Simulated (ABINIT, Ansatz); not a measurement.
**Quasiparticle gap of GaN (F-43m) in ABINIT**

Wanted: ground state, empty states, screening and self-energy for GaN (F-43m).

Calculated with ABINIT 10.8.3; PBE and many-body steps on it, plane waves.

**What was measured.**

- Gap 3.23 eV: absorption onset (direct gap at Gamma) of unexcited film, from imaginary part of dielectric function; spectroscopic ellipsometry (steady-state reference of time-resolved measurement); 300 K; film on 3C-SiC/Si(001) (“Femtosecond pump-probe absorption edge spectroscopy of cubic GaN”, 2022, arxiv:2206.02223).

### Step 1. Starting point

It takes space group F-43m (No. 216, cubic). Conventional cell: a = 4.507 Å, b = 4.507 Å, c = 4.507 Å, α = 90.00°, β = 90.00°, γ = 90.00°. Ga has 4 N at 1.95 Å nearest. Nearest to N lie 4 Ga at 1.95 Å. Farther neighbours, and contacts between anions beyond the nearest, are not listed.

The cell and positions are those that the Materials Project relaxed with its own functionals (PBE, PBE+U or r2SCAN), kept fixed. This is not the form that GaN usually takes at ambient conditions.

### Step 2. Ground state

This step: ABINIT 10.8.3; DFT, PBE, plane waves, norm-conserving pseudopotentials.

The ground-state density comes first.

Input file run.abi:

```
acell 3*1.0 Angstrom
rprim 
  0.000000000000 2.253500607500 2.253500607500
  2.253500607500 0.000000000000 2.253500607500
  2.253500607500 2.253500607500 0.000000000000
ntypat 2
znucl 31 7
natom 2
typat 1 2
xred 
  0.000000000000 0.000000000000 0.000000000000
  0.750000000000 0.750000000000 0.750000000000
pp_dirpath "pseudos"
pseudos "Ga.upf, N.upf"
ecut 45
ngkpt 8 8 8
nshiftk 1
shiftk 0 0 0
kptopt 1
chksymbreak 0
nband 18
occopt 1
tolvrs 1e-10
nstep 60
prtwf 0
optforces 0
optstress 0
indata_prefix "in"
outdata_prefix "out"
tmpdata_prefix "tmp"
```

Run with:

```sh
$ OMP_NUM_THREADS=1 mpirun -n 4 abinit run.abi > log
```

Output:

```text
.Version 10.8.3 of ABINIT. v10.8.2 released Aug 2026.

 Symmetries : space group F-4 3 m (#216); Bravais cF (face-center cubic)
================================================================================
 Values of the parameters that define the memory need of the present run
     intxc =       0    ionmov =       0      iscf =       7    lmnmax =       6
     lnmax =       6     mgfft =      40  mpssoang =       3    mqgrid =    3001
     natom =       2  nloc_mem =       1    nspden =       1   nspinor =       1
    nsppol =       1      nsym =      24    n1xccc =    2501    ntypat =       2
    occopt =       1   xclevel =       2
-    mband =          18        mffmem =           1         mkmem =           8
       mpw =        2245          nfft =       64000          nkpt =          29
================================================================================
  Rough estimation (10% accuracy) of disk space for files :
================================================================================

--------------------------------------------------------------------------------
------------- Echo of variables that govern the present computation ------------
--------------------------------------------------------------------------------
 -outvars: echo values of preprocessed input variables --------
            acell      1.8897261259E+00  1.8897261259E+00  1.8897261259E+00 Bohr

      chksymbreak           0
             ecut      4.50000000E+01 Hartree
-          fftalg         312

              ixc     -101130
              kpt      0.00000000E+00  0.00000000E+00  0.00000000E+00
                       1.25000000E-01  0.00000000E+00  0.00000000E+00
                       2.50000000E-01  0.00000000E+00  0.00000000E+00
                       3.75000000E-01  0.00000000E+00  0.00000000E+00
                       5.00000000E-01  0.00000000E+00  0.00000000E+00
                       1.25000000E-01  1.25000000E-01  0.00000000E+00
                       2.50000000E-01  1.25000000E-01  0.00000000E+00
                       3.75000000E-01  1.25000000E-01  0.00000000E+00
                       5.00000000E-01  1.25000000E-01  0.00000000E+00
   [... 18 further rows ...]
                      -3.75000000E-01  5.00000000E-01  1.25000000E-01
                      -2.50000000E-01  5.00000000E-01  2.50000000E-01
         kptrlatt        8    0    0      0    8    0      0    0    8
          kptrlen      4.81794160E+01
P           mkmem           8
            natom           2
            nband          18
            ngfft          40      40      40
             nkpt          29
            nstep          60
             nsym          24
           ntypat           2
              occ      2.000000  2.000000  2.000000  2.000000  2.000000  2.000000
                       2.000000  2.000000  2.000000  2.000000  2.000000  2.000000
                       2.000000  0.000000  0.000000  0.000000  0.000000  0.000000
        optforces           0
        optstress           0
            prtwf           0
            rprim      0.0000000000E+00  2.2535006075E+00  2.2535006075E+00
[...]
spgroup         216

           tolvrs      1.00000000E-10

             xred      0.0000000000E+00  0.0000000000E+00  0.0000000000E+00
[...]
znucl       31.00000    7.00000

================================================================================

 chkinp: Checking input parameters for consistency.

================================================================================
== DATASET  1 ==================================================================
-   mpi_nproc: 4, omp_nthreads: 1 (-1 if OMP is not activated)

--- !DatasetInfo
iteration_state: {dtset: 1, }
dimensions: {natom: 2, nkpt: 29, mband: 18, nsppol: 1, nspinor: 1, nspden: 1, mpw: 2245, }
cutoff_energies: {ecut:  45.0, pawecutdg:  -1.0, }
electrons: {nelect:   2.60000000E+01, charge:   0.00000000E+00, occopt:   1.00000000E+00, tsmear:   1.00000000E-02, }

 Real(R)+Recip(G) space primitive vectors, cartesian coordinates (Bohr,Bohr^-1):
 R(1)=  0.0000000  4.2584990  4.2584990  G(1)= -0.1174123  0.1174123  0.1174123
 R(2)=  4.2584990  0.0000000  4.2584990  G(2)=  0.1174123 -0.1174123  0.1174123
 R(3)=  4.2584990  4.2584990  0.0000000  G(3)=  0.1174123  0.1174123 -0.1174123
 Unit cell volume ucvol=  1.5445417E+02 bohr^3
 Angles (23,13,12)=  6.00000000E+01  6.00000000E+01  6.00000000E+01 degrees

 getcut: wavevector=  0.0000  0.0000  0.0000  ngfft=  40  40  40
         ecut(hartree)=     45.000   => boxcut(ratio)=   2.19947

--- Pseudopotential description ------------------------------------------------
- Ga Generated using ONCVPSP code by D. R. Hamann
- 31.00000  21.00000  171031                  znucl, zion, pspdat
12 -101130 2 -1 1902                          pspcod,pspxc,lmax,lloc,mmax
     nproj     2     2     2
  pspatm : epsatm=   21.85474337
         --- l  ekb(1:nproj) -->
[...]
pspatm: atomic psp has been read  and splines computed

- N Generated using ONCVPSP code by D. R. Hamann
-  7.00000   5.00000  171031                  znucl, zion, pspdat
12 -101130 1 -1 1058                          pspcod,pspxc,lmax,lloc,mmax
     nproj     2     2     0
  pspatm : epsatm=    5.20977870
         --- l  ekb(1:nproj) -->
[...]
1   -4.293905   -1.006988
 pspatm: atomic psp has been read  and splines computed

   7.03677574E+02                                ecore*ucvol(ha*bohr**3)
--------------------------------------------------------------------------------

_setup2: Arith. and geom. avg. npw (full set) are    2226.443    2226.425

================================================================================

--- !BeginCycle
iteration_state: {dtset: 1, }
solver: {iscf: 7, nstep: 60, nline: 4, wfoptalg: 0, }
tolerances: {tolvrs: 1.00E-10, }

     iter   Etot(hartree)      deltaE(h)  residm     vres2
 ETOT  1  -258.01753091192    -2.580E+02 5.649E-01 9.585E+02
 ETOT  2  -258.56781723981    -5.503E-01 1.404E-01 9.659E+02
 ETOT  3  -258.71788889241    -1.501E-01 4.324E-03 1.424E+00
 ETOT  4  -258.71813151589    -2.426E-04 7.054E-04 5.223E-01
 ETOT  5  -258.71822784614    -9.633E-05 3.970E-04 2.144E-02
 ETOT  6  -258.71823016905    -2.323E-06 6.764E-05 1.218E-03
 ETOT  7  -258.71823026511    -9.606E-08 3.682E-05 1.381E-04
 ETOT  8  -258.71823028487    -1.976E-08 6.163E-06 2.349E-06
 ETOT  9  -258.71823028540    -5.248E-10 3.419E-06 1.801E-08
 ETOT 10  -258.71823028540    -4.945E-12 2.695E-06 6.841E-11

 At SCF step   10       vres2   =  6.84E-11 < tolvrs=  1.00E-10 =>converged.

--- !ResultsGS
iteration_state: {dtset: 1, }
comment   : Summary of ground state results
lattice_vectors:
- [  0.0000000,   4.2584990,   4.2584990, ]
- [  4.2584990,   0.0000000,   4.2584990, ]
- [  4.2584990,   4.2584990,   0.0000000, ]
lattice_lengths: [   6.02243,    6.02243,    6.02243, ]
lattice_angles: [ 60.000,  60.000,  60.000, ] # degrees, (23, 13, 12)
lattice_volume:   1.5445417E+02
convergence: {deltae: -4.945E-12, res2:  6.841E-11, residm:  2.695E-06, diffor:  0.000E+00, }
etotal    :  -2.58718230E+02
entropy   :   0.00000000E+00
fermie    :   2.52201327E-01
cartesian_stress_tensor: null
pressure_GPa: null
xred      :
- [  0.0000E+00,   0.0000E+00,   0.0000E+00, Ga]
- [  7.5000E-01,   7.5000E-01,   7.5000E-01,  N]
cartesian_forces: null
force_length_stats: {min: null, max: null, mean: null, }

 Integrated electronic density in atomic spheres:
 ------------------------------------------------
 Atom  Sphere_radius  Integrated_density
    1        2.00000         18.88453299
    2        2.00000          5.24763507
================================================================================

 ----iterations are completed or convergence reached----

 Mean square residual over all n,k,spin=   64.341E-10; max=  26.947E-07
 reduced coordinates (array xred) for    2 atoms
       0.000000      0.000000      0.000000
       0.750000      0.750000      0.750000
 rms dE/dt=  0.0000E+00; max dE/dt=  0.0000E+00; dE/dt below (all hartree)
    1       0.000000      0.000000      0.000000
    2       0.000000      0.000000      0.000000

 cartesian coordinates (angstrom) at end:
    1      0.000000     0.000000     0.000000
    2      3.380251     3.380251     3.380251
 length scales=  1.889726  1.889726  1.889726 bohr
              =  1.000000  1.000000  1.000000 angstroms
 prteigrs : about to open file out_EIG
 Fermi (or HOMO) energy (hartree) =   0.25220   Average Vxc (hartree)=  -0.43124
 Eigenvalues (hartree) for nkpt=  29  k points:
 kpt#   1, nband= 18, wtk=  0.00195, kpt=  0.0000  0.0000  0.0000 (reduced coord)
  -4.97665   -3.16387   -3.16387   -3.16387   -0.33240   -0.24568   -0.24568   -0.24568
  -0.23446   -0.23446    0.25220    0.25220    0.25220    0.31643    0.63289    0.63289
   0.63289    0.89971
 prteigrs : prtvol=0 or 1, do not print more k-points.

--- !EnergyTerms
iteration_state     : {dtset: 1, }
comment             : Components of total free energy in Hartree
kinetic             :  1.277021E+02
hartree             :  1.003721E+02
xc                  : -2.896853E+01
Ewald energy        : -1.353148E+02
psp_core            :  4.555899E+00
local_psp           : -2.667062E+02
non_local_psp       : -6.035870E+01
total_energy        : -2.587182E+02
total_energy_eV     : -7.040082E+03
band_energy         : -3.100809E+01

== END DATASET(S) ==============================================================
================================================================================

 -outvars: echo values of variables after computation  --------
           etotal     -2.5871823029E+02
            nband          18
             nkpt          29
          spgroup         216
 [... the other variables as echoed above ...]

 Calculation completed.
```

Elapsed: 15 s, on 4 MPI ranks of Arm Neoverse V1, shared host; peak memory 0.29 GiB; 61 s of CPU time.

Read from the output:

```yaml
total_energy: -7040.0817 eV
gap: 1.748 eV
k_of_the_valence_top: 0, 0, 0
k_of_the_conduction_bottom: 0, 0, 0
least_direct_gap: 1.748 eV
```

The gap is direct, at Γ.

[end of part 1 of 3]

[Long decimals in the printed logs are rounded to 6 places.]

[Logs are printed without paths, hosts, clocks, repeated set-up lines and the standing remarks that a program may print on its own settings, such as how far it seeks lower states.]

[Paths, hosts, dates, memory and timing lines, banners, echoed tables and standing remarks are left out of the program output; an Ansatz launch command may be rebuilt from the run's recorded settings. Measured values are a selection of at most five: reports struck by readers or far from the other reports are left out. None is set beside runs whose start may be inverted or whose files or cutoffs have a known fault.]

[Runs of the session that timed out or met a known fault of the program may be left out.]

[Hosts, paths, dates, database ids (printed as entryN), source tags and the programs' standing remarks are cut or masked in the printed files.]

[G0W0 gaps are taken among the corrected bands and points alone; a level outside them can change the order at an edge.]

[Where Ansatz stands beside ABINIT at settings called matched, ABINIT's density can come from a denser mesh and the files from another edition; pairs whose starting gaps differed by over 0.03 eV were left out, so agreement reads better than it is.]
